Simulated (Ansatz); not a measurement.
The compound is Rb2VCl6 (started from the K2PtCl6 type) (Fm-3m).

The structure was built from a prototype and need not be the compound's stable phase.

Symmetry: Fm-3m, No. 225, cubic system. Conventional cell: a = 9.473 Å, b = 9.473 Å, c = 9.473 Å, α = 90.00°, β = 90.00°, γ = 90.00°. Rb has 12 Cl at 3.35 Å nearest. Nearest to V lie 6 Cl at 2.28 Å. Nearest to Cl lie 1 V at 2.28 Å and 4 Rb at 3.35 Å. Farther neighbours and most contacts between anions are not listed.

```yaml
crystal:
  lattice:
    - [4.73661, 0.00000, 4.73661]
    - [4.73661, 4.73661, 0.00000]
    - [0.00000, 4.73661, 4.73661]
  atoms:
    - { symbol: Rb, position: [0.25000, 0.25000, 0.25000] }
    - { symbol: Rb, position: [0.75000, 0.75000, 0.75000] }
    - { symbol: V, position: [0.00000, 0.00000, 0.00000] }
    - { symbol: Cl, position: [0.24028, 0.24028, 0.75972] }
    - { symbol: Cl, position: [0.75972, 0.75972, 0.24028] }
    - { symbol: Cl, position: [0.24028, 0.75972, 0.24028] }
    - { symbol: Cl, position: [0.75972, 0.24028, 0.75972] }
    - { symbol: Cl, position: [0.75972, 0.24028, 0.24028] }
    - { symbol: Cl, position: [0.24028, 0.75972, 0.75972] }
```

The structure was relaxed with LDA. The structure type comes from a generator and need not be one that this composition takes. The structure was generated from a model, not taken from a measurement. The runs that relaxed it are not among those shown. The program's search for lower electronic states was switched off, so nothing shows that the state found is the lowest. PAW set soft_2, made with PBE.

A constrained-RPA run (Ansatz 0.2.0; non-magnetic LDA; V t2g + anion p, bands v19 to c2, 2×2×2 mesh, medium accuracy) builds 21 functions on bands 6.2 eV wide, with 37.0 electrons in the window. The bare on-site interaction is 18.5 eV and the bare J 0.68 eV.

Q: Estimate U, U′ and J.

On the V t2g shell, U = 5.49 eV (30 % of the bare value), U′ = 4.40 eV, J = 0.54 eV.

The parent state is non-magnetic and the interaction static (zero frequency); U depends on the window and the orbitals, so it belongs to this model alone. A window that holds the anion p bands defines a model with explicit ligands; its U belongs to that model and is not the U of DFT+U. Coarse meshes can leave U off its limit, most where the target bands are metallic.

[Paths, hosts, dates, memory and timing lines, banners, echoed tables and standing remarks are left out of the program output.]

[Logs are printed without paths, hosts, clocks, repeated set-up lines and the standing remarks that a program may print on its own settings, such as how far it seeks lower states.]

[Runs of the session that timed out or met a known fault of the program may be left out.]

[Hosts, paths, dates, database ids (printed as entryN), source tags and the programs' standing remarks are cut or masked in the printed files.]
